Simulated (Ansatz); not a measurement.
# Phonon transport in CeO2 (Fm-3m), part 3 of 3

How well does the lattice of CeO2 conduct heat?

Measurements to reproduce:
- thermal conductivity 10.8 W/m/K near room temperature (given in “Predicting the lattice thermal conductivity of solids by solving the Boltzmann transport equation: AFLOW - AAPL an automated, accurate and efficient framework”, 2017, arXiv:1611.05481)

Ansatz 0.2.0; DFT LDA, scalar-relativistic, plane waves, PAW; PAW set soft_1.

So far. Step 2 (A first coarse run): The start is under -5.2 GPa at this level and looks like an insulator or semiconductor on this mesh. Step 4 (Tight relaxation): The residual pressure is -0.0030 GPa, small enough for phonons. The relaxed cell has a = 5.359 Å (conventional setting).

## (6) Third-order constants and the Boltzmann equation (continued)

300 K; a sample spread over frequency. Mode lifetimes, by row, the first 40 of 90 rows:

```
    q1      q2       q3  branch  frequency (THz)  rms speed (km/s)  three-phonon rate (1/ps)  isotope rate (1/ps)  lifetime (ps)  mean free path (nm)
     0  0.0526   0.0526       1            0.589              2.99                    0.0128              8.69e-8           78.1                  233
     0  0.1579   0.1579       1             1.75              2.91                     0.094              1.41e-5           10.6                 30.9
     0  0.2105   0.2105       1            2.311              2.79                     0.171              4.84e-5           5.86                 16.4
     0  0.1579   0.2632       2             2.71              3.38                     0.203              1.07e-4           4.93                 16.7
0.0526  0.2632   0.3158       1             2.96              2.84                     0.234              1.71e-4           4.26                 12.1
     0  0.1053  -0.2632       1            3.214              1.72                     0.141              3.27e-4           7.09                 12.2
     0  0.1053   0.1579       3            3.402              6.14                    0.0635              4.10e-4           15.6                 96.1
     0  0.0526   0.4211       1              3.5              0.95                     0.154              6.33e-4           6.45                  6.1
     0       0   0.4737       1            3.625              0.24                      0.16              0.00103           6.22                 1.48
0.0526  0.1579  -0.3684       1            3.715              0.74                     0.187              0.00122           5.33                 3.94
     0  0.3158   0.4211       1            3.779              1.72                      0.24              0.00122           4.15                 7.16
     0  0.0526   0.2105       3            3.871              5.16                     0.195              0.00121            5.1                 26.4
     0  0.3158  -0.3158       1            3.968              0.63                     0.242              0.00152           4.11                  2.6
0.1579  0.3158  -0.3684       1            4.045               0.8                     0.261              0.00161           3.81                 3.05
0.0526  0.3684  -0.3684       1            4.124              0.55                     0.272              0.00168           3.66                 2.01
0.1053  0.4211  -0.4211       1             4.21              0.66                      0.29              0.00179           3.43                 2.26
0.1579  0.4737  -0.3684       1            4.273              0.27                     0.309              0.00128           3.22                0.866
     0  0.1579  -0.4737       2            4.494              2.82                      0.33              6.43e-4           3.02                 8.52
0.1053  0.2105  -0.4211       2            4.715              2.96                     0.378              7.04e-4           2.64                 7.82
0.0526  0.1053   0.3158       3            5.006              3.89                     0.304              7.09e-4           3.29                 12.8
0.0526  0.3158  -0.4211       2            5.198              2.32                     0.458              8.35e-4           2.18                 5.06
     0  0.1579   0.3158       3            5.491              3.65                     0.327              8.14e-4           3.05                 11.1
0.1053  0.3684  -0.3158       2            5.772              1.87                     0.512              7.83e-4           1.95                 3.64
     0  0.2632  -0.2632       3            5.982              0.45                     0.463              0.00119           2.16                0.961
0.0526  0.2105   0.4211       3            6.078              2.19                     0.504              0.00188           1.98                 4.34
0.0526  0.4211  -0.4211       3            6.204              1.84                      1.37              6.98e-4          0.729                 1.34
0.1053  0.4211  -0.3158       3            6.288              1.09                     0.971              0.00166           1.03                 1.12
     0  0.2632   0.3158       3            6.372              3.78                     0.367              0.00256           2.71                 10.2
     0  0.0526   0.4737       3            6.496              0.86                     0.689              0.00146           1.45                 1.24
0.1053  0.3684  -0.4211       3            6.711              2.01                     0.926              7.60e-4           1.08                 2.17
0.1579  0.4211  -0.4211       4            6.908              3.62                      1.12              7.69e-4          0.892                 3.23
0.1053  0.4737  -0.3684       4            7.091              1.76                      1.04              8.40e-4          0.961                 1.69
0.1053  0.3684  -0.4737       4            7.263              3.81                      1.04              0.00138          0.958                 3.65
     0  0.4737  -0.4737       4            7.406              0.34                     0.877              0.00152           1.14                0.386
0.0526  0.4211  -0.4737       5            7.548              1.87                      0.87              0.00148           1.15                 2.15
0.1053  0.4211  -0.3158       5            7.713              4.02                      1.16              0.00184          0.863                 3.47
0.0526  0.2105  -0.2105       4            7.879              2.06                      1.06               0.0019          0.938                 1.93
0.1053  0.3158  -0.4211       5            8.004              3.66                      1.28              0.00212          0.782                 2.86
     0  0.2632   0.2632       5            8.097              1.01                     0.966              0.00216           1.03                 1.04
     0  0.2105   0.3158       4            8.264              1.49                     0.942              0.00236           1.06                 1.58
```

Without the LO-TO term. Gamma linewidths, by row:

```
branch  frequency (cm⁻¹)  three-phonon rate (1/ps)  isotope rate (1/ps)  FWHM (cm⁻¹)
     4             292.8                     0.407              0.00277         2.18
     5             292.8                     0.407              0.00277         2.18
     6             292.8                     0.407              0.00277         2.18
     7             444.8                      1.26               0.0162         6.78
     8             444.8                      1.26               0.0162         6.78
     9             444.8                      1.26               0.0162         6.78
```

W/m/K, third of the trace; RTA populations with a boundary rate v/L added to each mode (Matthiessen's rule). Kappa by grain size, by row:

```
T (K)   bulk  10 nm  30 nm  100 nm  300 nm  1000 nm  10000 nm  100000 nm
  100  64.83  6.187  12.94   23.63   34.66    46.05     60.47       64.3
  300  16.11  6.557  9.379   12.06   13.91    15.18     15.99       16.1
  600  7.884  4.344  5.595   6.658   7.298    7.667      7.86      7.881
```

W/m/K, third of the trace; RTA populations with the isotope rates scaled. Kappa by mass disorder, by row:

```
T (K)  no isotopes  as typed  variance x 3  variance x 10  variance x 30
  100        65.53     64.83         63.56          59.98          53.25
  300        16.15     16.11         16.04          15.79          15.17
  600        7.893     7.884         7.866          7.806          7.646
```

At 300 K the relaxation-time value is 16.5 W/(m K).

## (7) What came out

- highest frequency: 582.3 cm⁻¹
- Debye temperature from the second moment: 631 K
- κ at 300 K (relaxation time): 16.52 W/m/K
- mean free path at half of κ: 14.1 nm
- share of κ above the three lowest branches: 0.266

What this shows: The lattice of CeO2 conducts 16.5 W/(m K) at 300 K by LDA (mean over directions, relaxation-time solution). Above 300 K the relaxation-time κ falls as T^-0.97, near the 1/T law of three-phonon scattering. Grains of 100 nm would keep 75 % of the bulk value at 300 K, and grains of 1 µm 94 %. Removing the natural isotope disorder raises κ at 300 K by 0 %. A measured thermal conductivity near room temperature is 10.8 W/m/K (arXiv:1611.05481); the calculated 16.5 W/m/K differs by +53 %. The relaxed cell is 3 % smaller in volume than the database cell, which stiffens most phonons and usually raises κ; no run here tested that. Four-phonon, defect and boundary scattering, which are left out, would lower the calculated value; thermal expansion is left out too. The last run computed the relaxation-time solution alone; it counts normal processes as resistive, so the full solution usually lies higher, most of all in good conductors. The sum rules changed one orbit of cubic constants by up to 20 %; by the manual a large change points to a short cutoff or, on a small and distant orbit, to noisy forces. The conductivities include the coherence part between close branches; the shares for grains, isotopes, branches and paths are of the relaxation-time populations alone. Cubic couplings among atoms farther apart than the pair cutoff are dropped, and neither the cutoff nor the q-mesh was shown to be converged here. The interpolation has no quadrupole term, so branches near the zone centre are less sure, since this crystal has sites that are not centres of inversion. The PAW files were made for PBE and are used here under another functional, for which the program regenerates the frozen cores.

[Logs are printed without paths, hosts, clocks, repeated set-up lines and the standing remarks that a program may print on its own settings, such as how far it seeks lower states.]

[Hosts, paths, dates, database ids (printed as entryN), source tags and the programs' standing remarks are cut or masked in the printed files.]

[A step with changed settings may run another functional than the one named; its input shows which.]
